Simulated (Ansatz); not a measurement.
# NaI (Fm-3m): thermal expansion from first principles

Wanted: α(T), C_P(T) and B(T) of NaI in the quasi-harmonic approximation.

Measurements to reproduce:
- volume expansion coefficient 135 1e-6/K near room temperature (given in “Descriptors for thermal expansion in solids”, 2017, arXiv:1701.03966)

Method: DFT LDA, scalar-relativistic, plane waves, PAW, in the first sound run; inputs show where later runs differ, in Ansatz 0.2.0.

**1. The structure**

Symmetry: Fm-3m, No. 225, cubic system. Conventional cell: a = 6.473 Å, b = 6.473 Å, c = 6.473 Å, α = 90.00°, β = 90.00°, γ = 90.00°. Na has 6 I at 3.24 Å nearest. I has 6 Na at 3.24 Å nearest. Farther neighbours and most contacts between anions are not listed.

**2. Probe on a coarse mesh**

A cheap single point shows whether the cell is a metal or an insulator and how far it is from rest; that sets the k-mesh and the occupations of what follows.

File input.yaml:

```yaml
crystal:
  lattice:
    - [0.0, 3.2364, 3.2364]
    - [3.2364, 0.0, 3.2364]
    - [3.2364, 3.2364, 0.0]
  atoms:
    - { symbol: Na, position: [0.0, 0.0, 0.0] }
    - { symbol: I, position: [0.5, 0.5, 0.5] }
kpoints:
  mp_grid: { grid: [6, 6, 6] }
hamiltonian:
  xc: lda
scf:
  occupations: { method: gaussian, width: 0.1 }
  lower_state_search: "off"
output:
  forces: true
  stress: true
  eigenvalues: true
```

Command:

```bash
> ansatz run input.yaml --threads 8 --pin off --max-ram 16384MiB --backend cpu --events-out ev --progress --plain --runs-dir out
```

Numbers of over 12 decimals in the logs are rounded to 6 here.

What it wrote:

```text
Engine: ansatz 0.2.0, aarch64-unknown-linux-gnu
Pseudopotentials: kind: paw
Pseudopotential: Na, paw, valence charge 9, recommended cutoff 420 eV (normal), Na.paw.azcp
Pseudopotential: I, paw, valence charge 17, recommended cutoff 420 eV (normal), I.paw.azcp
Functional definition: SPW92
  exchange = slater_x
  correlation = pw_c
Crystal: 2 atoms, lattice volume = 67.798 Å³
Basis set: ecut = 420 eV, 1363 PW (Γ)
Bands: 17, of which v1, the nominal top of the filled ones, is band 13 counted from 1 (12 counted from 0)
Symmetry: 48 space group operations
Space group: Fm-3m (ITA 225), of the structure as read, at distance tolerance 4.1e-5 Å
k-points: 16 of 216
Non-local potential: Na, projectors of the file, l = 0: 3, l = 1: 2, l = 2: 1
Non-local potential: I, projectors of the file, l = 0: 2, l = 1: 2, l = 2: 2, l = 3: 2
PAW form: soft (Blöchl's): semilocal exchange-correlation on the pseudo side does not see the compensation charge
PAW frozen core: Na, regenerated for the run's functional, and the local potential with it (the file was generated under x = pbe(κ = 0.804, μ = 0.219515), c = pbe(β = 0.066725))
PAW frozen core: I, regenerated for the run's functional, and the local potential with it (the file was generated under x = pbe(κ = 0.804, μ = 0.219515), c = pbe(β = 0.066725))
PAW one-centre angular grid: Na, 110 points (default); XC on 64 Gauss nodes
PAW one-centre angular grid: I, 590 points (default); XC on 64 Gauss nodes
Initial density: superposition of atomic densities (neutral atoms: chi_scale 0, normalization atom), corrected by the library's trained network
Initial wavefunctions: pseudopotential atomic-orbital guess
Functional: x = slater, c = lda
SCF iter   1: F=—  HF=-8824.979556 eV  |F-HF|=—  |Δ(HF+E_count)|=         —  Δρ=5.26e-3  dr2=7.51e-3  ethr=1.77e-3  ⟨swp⟩=5.8  Hψ=1459  notcnv=0
preconditioner: auto → none  [insulator: Δε(μ)=3.323 eV  Ē_g=10.446 eV  σ=0.100 eV  W_gap=1.00  n_scr=14 (ndim 8)  ℏωp=12.8 eV  f_vac=0.068  D(μ)=0.00/eV (n_scr^D=0)  ε∞_Penn≈2.5]
SCF iter   2: F=—  HF=-8824.974755 eV  |F-HF|=—  |Δ(HF+E_count)|=   4.80e-3  Δρ=1.90e-3  dr2=1.68e-3  ethr=2.89e-5  ⟨swp⟩=2.1  Hψ=593  notcnv=0
SCF iter   3: F=—  HF=-8824.974474 eV  |F-HF|=—  |Δ(HF+E_count)|=   2.81e-4  Δρ=6.79e-4  dr2=2.57e-4  ethr=6.45e-6  ⟨swp⟩=2.2  Hψ=440  notcnv=0
SCF iter   4: F=—  HF=-8824.974394 eV  |F-HF|=—  |Δ(HF+E_count)|=   7.96e-5  Δρ=2.09e-4  dr2=1.40e-5  ethr=9.87e-7  ⟨swp⟩=2.6  Hψ=389  notcnv=0
SCF iter   5: F=—  HF=-8824.974394 eV  |F-HF|=—  |Δ(HF+E_count)|=   3.66e-7  Δρ=1.21e-5  dr2=1.37e-7  ethr=5.39e-8  ⟨swp⟩=1.1  Hψ=276  notcnv=0
SCF iter   6: F=-8824.974394 eV  HF=-8824.974394 eV  |F-HF|=5.46e-9  |Δ(HF+E_count)|=   1.02e-8  Δρ=3.06e-6  dr2=6.92e-9  ethr=3.85e-10  ⟨swp⟩=5.8  Hψ=1163  notcnv=0
SCF 1 converged in 6 iterations: F = -8824.974394 eV  dr2 = 6.92e-9
  greatest PAW one-centre occupation: 1.000 electrons in one spin orbital (limit 2), on the I atom at site 1 (counted from 0), in its partial waves of l = 2
SCF converged after 6 iterations
Free energy (F): -8824.974394 eV
Harris-Foulkes:  -8824.974394 eV  (|F-HF|=5.46e-9)
Internal energy: -8824.974394 eV  (E = F + TS)
E sigma→0 (E₀):  -8824.974394 eV
Fermi energy:    4.442581 eV
--- Per-component energies (eV) ---
  E_band       = -619.891501
  E_kinetic    = 310.456339
  E_local      = -3356.109301  (includes V_loc(G=0)·N_el)
  E_nonlocal   = 31.348120
  E_hartree    = 1517.054765
  E_xc         = -165.444759
  E_vxc        = -178.323104  (∫ρ·V_xc dr)
  E_paw        = -4905.351595  (= ΣΔE_a)
  E_vpaw       = -461.377935  (= ΣTr[D̂ρ^β])
  E_aug_tail   = 0.000050  (compensation charges beyond the density's cutoff)
  E_ewald      = -2257.850118
  E_core_change = 0.922105  (= ΣΔE_core)
  E_smearing   = -0.000000  (= −TS)
  E_closure    = -0.000000  (closes the sum)
  Σ components = -8824.974394   (vs F -8824.974394, Δ=0.00e0)
--- Forces (eV/Å), atoms counted from 1 ---
  atom   1  Na    -0.00000000     0.00000000     0.00000000
  atom   2  I      0.00000000    -0.00000000     0.00000000
  max |Σ_I F_I| component: 6.20e-29 eV/Å
--- Stress (GPa, compression-positive) ---
       -1.637343       0.000000      -0.000000
       -0.000000      -1.637343      -0.000000
       -0.000000       0.000000      -1.637343
  P = ⅓ Tr σ = -1.6373 GPa (-16.373 kbar)
--- Band table (eV; the first three rows and the last of 16) ---
  k-point 0: bands = [... 9 lower, -8.3504, 2.7745, 2.7745, 2.7745, 6.1074, 10.6109, 10.6109, 10.6109]
  k-point 1: bands = [... 9 lower, -8.2769, 2.0057, 2.6981, 2.6981, 6.9494, 10.0831, 10.7947, 10.7947]
  k-point 2: bands = [... 9 lower, -8.1214, 0.9572, 2.5556, 2.5556, 7.6354, 10.3486, 10.3486, 10.5650]
  k-point 15: bands = [... 9 lower, -7.9562, 1.0624, 1.6408, 1.8601, 7.9290, 9.1259, 11.1705, 11.2069]
```

Run time: 1.1 s. Hardware: 8 threads of Arm Neoverse V2, shared host; peak memory 0.32 GiB; 2.4 s of CPU time.

Numbers from this step:

* pressure: -1.637 GPa
* gap on the k-mesh: 3.333 eV
* volume per atom: 33.90 Å³/atom

The start is under -1.6 GPa at this level and looks like an insulator or semiconductor on this mesh.

**3. Relaxation**

Phonons are second derivatives about a minimum, so cell and atoms are relaxed first, inside the symmetry of the start.

input.yaml, the sections that differ from step 2:

```yaml
scf:
  occupations: { method: gaussian, width: 0.02 }
  lower_state_search: "off"
output:
  forces: true
  stress: true
  eigenvalues: true
  write_density: true
  write_potential: true
  elf: true
  volumetric_format: npy
relax:
  adjacent_minimum: "off"
  f_tol: 0.005
  max_steps: 80
  cell: { stress_tol: 0.05 }
# crystal, kpoints, hamiltonian: as in step 2
```

What it wrote:

```text
[...]
Crystal: 2 atoms, lattice volume = 67.798 Å³
Basis set: ecut = 420 eV, 1363 PW (Γ)
Bands: 17, of which v1, the nominal top of the filled ones, is band 13 counted from 1 (12 counted from 0)
Symmetry: 48 space group operations
[...]
k-points: 16 of 216
[...]
SCF iter   1: F=—  HF=-8824.979585 eV  |F-HF|=—  |Δ(HF+E_count)|=         —  Δρ=5.25e-3  dr2=7.50e-3  ethr=1.77e-3  ⟨swp⟩=6.2  Hψ=1483  notcnv=0
[...]
SCF iter   6: F=-8824.974394 eV  HF=-8824.974394 eV  |F-HF|=5.91e-9  |Δ(HF+E_count)|=   6.97e-9  Δρ=3.29e-6  dr2=7.60e-9  ethr=3.85e-10  ⟨swp⟩=10.3  Hψ=1888  notcnv=0
SCF 1 converged in 6 iterations: F = -8824.974394 eV  dr2 = 7.60e-9
[...]
relax step   1: F+E_penalty+E_count = -8824.97439401 eV  Δ(F+E_penalty+E_count) = +0.000e0 eV  max|allowed force component| = 1.102e-28 eV/Å  Δτ_max = 0.0000 Å  P = -1.637 GPa  Ω = 67.798 Å³  (6 SCF iters, dr2 threshold 1.00e-7 eV, accepted)
Crystal: 2 atoms, lattice volume = 64.528 Å³
Basis set: ecut = 420 eV, 1243 PW (Γ)
[...]
iter 1 solved again at ethr=1.26e-5 eV; its pass at ethr=3.10e-3 eV (dr2=3.29e-3 eV) is discarded
[...]
SCF iter   5: F=-8825.001406 eV  HF=-8825.001406 eV  |F-HF|=9.82e-11  |Δ(HF+E_count)|=   1.12e-7  Δρ=6.25e-6  dr2=1.73e-8  ethr=7.69e-10  ⟨swp⟩=10.8  Hψ=2074  notcnv=0
SCF 2 converged in 5 iterations: F = -8825.001406 eV  dr2 = 1.73e-8
relax step   2: F+E_penalty+E_count = -8825.00140554 eV  Δ(F+E_penalty+E_count) = -2.701e-2 eV  max|allowed force component| = 8.112e-29 eV/Å  Δτ_max = 0.0000 Å  P = -0.936 GPa  Ω = 64.528 Å³  energy of the carried Pulay correction = +3.782e-4 eV  (5 SCF iters, dr2 threshold 2.00e-7 eV, accepted)
Crystal: 2 atoms, lattice volume = 60.631 Å³
[...]
SCF iter   5: F=-8825.011154 eV  HF=-8825.011154 eV  |F-HF|=1.25e-9  |Δ(HF+E_count)|=   1.56e-7  Δρ=7.43e-6  dr2=1.97e-8  ethr=7.69e-10  ⟨swp⟩=11.0  Hψ=2107  notcnv=0
SCF 3 converged in 5 iterations: F = -8825.011154 eV  dr2 = 1.97e-8
  Residual-converged pass: ⟨swp⟩=1.0  Hψ=336  notcnv=0  max |occ|·‖R‖ = 7.0e-9 eV (tolerance 1.0e-8 eV)  dr2=1.97e-8  dr2_onsite=9.07e-9  max |Δocc| = 0.0e0
relax step   3: F+E_penalty+E_count = -8825.01115431 eV  Δ(F+E_penalty+E_count) = -9.749e-3 eV  max|allowed force component| = 2.327e-29 eV/Å  Δτ_max = 0.0000 Å  P = +0.246 GPa  Ω = 60.631 Å³  energy of the carried Pulay correction = +8.541e-4 eV  (5 SCF iters, dr2 threshold 2.00e-7 eV, accepted)
[...]
relax step   4: F+E_penalty+E_count = -8825.01158449 eV  Δ(F+E_penalty+E_count) = -4.302e-4 eV  max|allowed force component| = 1.589e-29 eV/Å  Δτ_max = 0.0000 Å  P = -0.024 GPa  Ω = 61.403 Å³  energy of the carried Pulay correction = +7.575e-4 eV  (4 SCF iters, dr2 threshold 1.51e-7 eV, accepted)
[...]
SCF iter   1: F=—  HF=-8825.010782 eV  |F-HF|=—  |Δ(HF+E_count)|=         —  Δρ=7.56e-5  dr2=6.20e-7  ethr=3.59e-6  ⟨swp⟩=2.4  Hψ=2124  notcnv=0
eigensolver tolerance schedule: the retry pair's looser diagonalisation over-reported the residual by 1506.41 of it (diagonalisation noise at an unbounded share of the residual, at the tolerance the schedule requests for it); recorded, not acted on — ethr = c·dr2/N_el stays at c = 1.0e-1
[...]
SCF iter   2: F=—  HF=-8825.010782 eV  |F-HF|=—  |Δ(HF+E_count)|=   2.26e-8  Δρ=3.57e-5  dr2=1.04e-7  ethr=2.38e-9  ⟨swp⟩=2.3  Hψ=498  notcnv=0
[...]
SCF iter   5: F=-8825.010782 eV  HF=-8825.010782 eV  |F-HF|=1.82e-12  |Δ(HF+E_count)|=  1.56e-10  Δρ=1.92e-7  dr2=8.14e-12  ethr=1.00e-12  ⟨swp⟩=6.8  Hψ=1286  notcnv=0
SCF 5 converged in 5 iterations: F = -8825.010782 eV  dr2 = 8.14e-12
relax step   5: F+E_penalty+E_count = -8825.01078197 eV  Δ(F+E_penalty+E_count) = +8.025e-4 eV  max|allowed force component| = 1.003e-29 eV/Å  Δτ_max = 0.0000 Å  P = -0.024 GPa  Ω = 61.403 Å³  stress off target by 2.41e-2 GPa  SCF on the basis re-selected at this cell (its energy is not comparable with the rows above)  (5 SCF iters)
basis re-selected at this cell: Δ(F+E_penalty+E_count) = +8.025e-4 eV, ΔP = -0.000 GPa vs the last step (what re-selecting the basis moved, of the pressure what is left beyond the Pulay correction that the steps carried, after the strain that the cell walked since its last selection, with what the two solves' SCF thresholds leave and, on support functions, any second-order correction that the steps lacked; it is no measure of the basis error at this ecutwfc). The dense FFT grid was sized anew with the basis: this SCF ran on 30×30×30 points, the steps before it on 32×32×32, so part of this shift can come from that change (see relax.cell in the input reference). [rest of the remark cut]
SCF converged after 5 iterations
Free energy (F): -8825.010782 eV
[...]
Internal energy: -8825.010782 eV  (E = F + TS)
E sigma→0 (E₀):  -8825.010782 eV
Fermi energy:    5.545330 eV
[...]
--- Stress (GPa, compression-positive) ---
       -0.024073      -0.000000      -0.000000
       -0.000000      -0.024073      -0.000000
       -0.000000      -0.000000      -0.024073
  P = ⅓ Tr σ = -0.0241 GPa (-0.241 kbar)
--- Band table (eV; the first three rows and the last of 16) ---
  k-point 0: bands = [... 9 lower, -7.6655, 3.7374, 3.7374, 3.7374, 7.3531, 11.5741, 11.5741, 11.5741]
  k-point 1: bands = [... 9 lower, -7.5683, 2.8404, 3.6419, 3.6419, 8.2445, 11.0930, 11.8063, 11.8063]
  k-point 2: bands = [... 9 lower, -7.3593, 1.6170, 3.4660, 3.4660, 8.7177, 11.4034, 11.4034, 12.0363]
  k-point 15: bands = [... 9 lower, -7.1380, 1.7130, 2.3845, 2.6456, 9.0615, 10.0575, 12.4680, 12.4963]
--- Relaxed structure (4 steps of the walk, 4 accepted, 1 SCFs on fresh bases) ---
  F+E_penalty+E_count = -8825.01078197 eV   max|allowed force component| = 1.003e-29 eV/Å   (the final SCF, on the basis selected at the relaxed cell)
  cell:  # Å, volume = 61.4032 Å³
    - [0, 3.131269, 3.131269]
    - [3.131269, 0, 3.131269]
    - [3.131269, 3.131269, 0]
  atoms:
    - { symbol: Na, position: [0, 0, 0] }
    - { symbol: I, position: [0.5, 0.5, 0.5] }
```

It took 1.6 s on 8 threads; peak memory 0.35 GiB; 7.7 s of CPU time.

Relaxation path:

```
step  energy less that of the first step (eV)  largest force component (eV/Å)  pressure (GPa)  volume (Å³)
   1                                   0.0000                          0.0000           -1.64        67.80
   2                                  -0.0270                          0.0000           -0.94        64.53
   3                                  -0.0368                          0.0000            0.25        60.63
   4                                  -0.0372                          0.0000           -0.02        61.40
  5*                                  -0.0364                          0.0000           -0.02        61.40
```

Relaxation steps marked * repeat the geometry before them on a plane-wave basis chosen anew for their cell, so energy and pressure can jump there.

The run keeps the 48 symmetry operations that it works with, so distortions that break them were not tested.

```
conventional cell, symmetrised  before  after  change
                         a (Å)   6.473  6.263  -3.2 %
                         b (Å)   6.473  6.263  -3.2 %
                         c (Å)   6.473  6.263  -3.2 %
              volume (Å³/atom)   33.90  30.70  -9.4 %
```

Final coordinates:

```cif
data_structure
_symmetry_space_group_name_H-M 'P 1'
_symmetry_Int_Tables_number 1
_cell_length_a 4.4283
_cell_length_b 4.4283
_cell_length_c 4.4283
_cell_angle_alpha 60.000
_cell_angle_beta 60.000
_cell_angle_gamma 60.000
_cell_volume 61.40
loop_
_atom_site_label
_atom_site_type_symbol
_atom_site_fract_x
_atom_site_fract_y
_atom_site_fract_z
_atom_site_occupancy
Na1 Na 0.00000 0.00000 0.00000 1
I2 I 0.50000 0.50000 0.50000 1
```

This step gave:

| Quantity | Value |
| --- | --- |
| pressure | -0.02407 GPa |
| gap on the k-mesh | 3.616 eV |
| volume per atom | 30.70 Å³/atom |

Electrostatic potential energy in the ac plane of the conventional cell at fractional y = 0.000, with atoms of Na and I within 0.2 Å of it. With pseudopotentials it is smooth inside the atoms' cores, unlike the true potential.

Values in eV, 9 rows by 16 columns, each cell a mean:
```
-29 -14   2   7   6  -2 -12  -3   0  -9  -8   5   7   5  -5 -25
  4   5   7   8   9   7   3  -2  -3   0   6   8   9   8   6   5
  2   4   7   9   9   8   7   6   6   7   8   9   9   8   6   3
 -6 -11  -4   6   7   6   0 -15 -18  -6   4   7   7   1 -10  -8
  9  -3 -11   3   7   4 -12 -38 -40 -26   0   6   6  -5 -11   7
 -9  -9   0   7   8   6   3  -5  -8   0   5   8   8   4  -6 -10
  5   6   8   9   9   8   7   6   6   7   8   9   9   8   7   5
  0   4   6   8   8   6  -1  -7  -8  -5   3   8   8   7   5   2
-37 -21   1   6   6  -4 -12   3   5  -6 -10   4   7   4  -9 -33
```
Columns run along a (6.3 Å; values clipped at the 3rd and 97th percentile), rows up along c (6.3 Å), edges of the conventional cell, whose origin can differ from the input's. Atoms in or near the plane, at fractional coordinates: Na at (0.00, 0.00), Na at (0.50, 0.50), I at (0.50, 0.00), I at (0.00, 0.50).

ELF in the ac plane of the conventional cell at fractional y = 0.000, with atoms of Na and I within 0.2 Å of it. It is the smooth field of the valence electrons, not physical close to the nuclei.

Values, 9 rows by 16 columns, each cell a mean:
```
0.49 0.45 0.10 0.18 0.65 0.72 0.59 0.40 0.37 0.51 0.68 0.74 0.39 0.05 0.32 0.50
0.16 0.12 0.08 0.09 0.31 0.60 0.71 0.72 0.71 0.72 0.68 0.45 0.15 0.06 0.10 0.15
0.70 0.69 0.57 0.31 0.11 0.13 0.22 0.26 0.27 0.24 0.16 0.08 0.20 0.48 0.66 0.70
0.46 0.58 0.70 0.70 0.35 0.04 0.20 0.42 0.44 0.33 0.07 0.16 0.61 0.74 0.64 0.51
0.29 0.40 0.65 0.75 0.42 0.07 0.45 0.48 0.39 0.55 0.17 0.19 0.69 0.71 0.53 0.28
0.57 0.65 0.72 0.66 0.29 0.04 0.12 0.29 0.33 0.20 0.04 0.14 0.53 0.72 0.68 0.60
0.61 0.58 0.45 0.20 0.09 0.21 0.37 0.43 0.43 0.41 0.29 0.13 0.14 0.35 0.54 0.60
0.20 0.12 0.04 0.11 0.42 0.69 0.72 0.68 0.67 0.70 0.71 0.56 0.23 0.04 0.07 0.17
0.44 0.52 0.15 0.18 0.68 0.72 0.56 0.33 0.33 0.44 0.66 0.75 0.41 0.06 0.40 0.51
```
Columns run along a (6.3 Å), rows up along c (6.3 Å), edges of the conventional cell, whose origin can differ from the input's. Atoms in or near the plane, at fractional coordinates: Na at (0.00, 0.00), Na at (0.50, 0.50), I at (0.50, 0.00), I at (0.00, 0.50).

Valence density in the ac plane of the conventional cell at fractional y = 0.000, with atoms of Na and I within 0.2 Å of it. It is the smooth field of the valence electrons, not physical close to the nuclei.

Ten steps, logarithmic in the rise over the least value, from '0' (0 e/Å³) to '9' (17 e/Å³), each cell a mean:
```
96201247985310048
53000135653210014
00000122332100000
00000001111000000
11000000000000011
32100000000000123
64310003541001235
97420026984001358
98421027995001369
86320015763001257
43210001220000234
22100000000000112
10000000100000001
00000012221000000
21000123443100002
75100236874210036
97201248996310059
```
Columns run along a (6.3 Å), rows up along c (6.3 Å), edges of the conventional cell, whose origin can differ from the input's. Atoms in or near the plane, at fractional coordinates: Na at (0.00, 0.00), Na at (0.50, 0.50), I at (0.50, 0.00), I at (0.00, 0.50).

The relaxation ends with a pressure of -0.02 GPa.

**4. A second relaxation**

The relaxation is run once more from where the first one ended, as the script does after a large change of volume or of the gap, with mesh and occupations reviewed.

input.yaml, the sections that differ from step 3:

```yaml
crystal:
  lattice:
    - [0.0, 3.1312689551, 3.1312689551]
    - [3.1312689551, 0.0, 3.1312689551]
    - [3.1312689551, 3.1312689551, 0.0]
  atoms:
    - { symbol: Na, position: [0.0, 0.0, 0.0] }
    - { symbol: I, position: [0.5, 0.5, 0.5] }
output:
  forces: true
  stress: true
  eigenvalues: true
# kpoints, hamiltonian, scf, relax: as in step 3
```

What it wrote:

```text
[...]
Crystal: 2 atoms, lattice volume = 61.403 Å³
Basis set: ecut = 420 eV, 1243 PW (Γ)
Bands: 17, of which v1, the nominal top of the filled ones, is band 13 counted from 1 (12 counted from 0)
Symmetry: 48 space group operations
[...]
k-points: 16 of 216
[...]
k-point 15: bands = [... 9 lower, -7.1380, 1.7130, 2.3845, 2.6456, 9.0615, 10.0575, 12.4680, 12.4963]
--- Relaxed structure (1 steps of the walk, 1 accepted, 1 SCFs on fresh bases) ---
[...]
cell:  # Å, volume = 61.4032 Å³
    - [0.0, 3.1312689551, 3.1312689551]
    - [3.1312689551, 0.0, 3.1312689551]
    - [3.1312689551, 3.1312689551, 0.0]
  atoms:
    - { symbol: Na, position: [0.0, 0.0, 0.0] }
    - { symbol: I, position: [0.5, 0.5, 0.5] }
[key lines of the parts left out:]
SCF converged after 6 iterations
Free energy (F): -8825.010782 eV
Fermi energy:    5.545333 eV
P = ⅓ Tr σ = -0.0241 GPa (-0.241 kbar)
```

Elapsed: 0.82 s, on 8 threads; peak memory 0.33 GiB.

Little changed from the start: no atom moved by 0.005 Å and no cell edge by 0.1 %.

(Part 1 of 5 ends here.)

[Logs are printed without paths, hosts, clocks, repeated set-up lines and the standing remarks that a program may print on its own settings, such as how far it seeks lower states.]

[Hosts, paths, dates, database ids (printed as entryN), source tags and the programs' standing remarks are cut or masked in the printed files.]

[A step with changed settings may run another functional than the one named; its input shows which.]
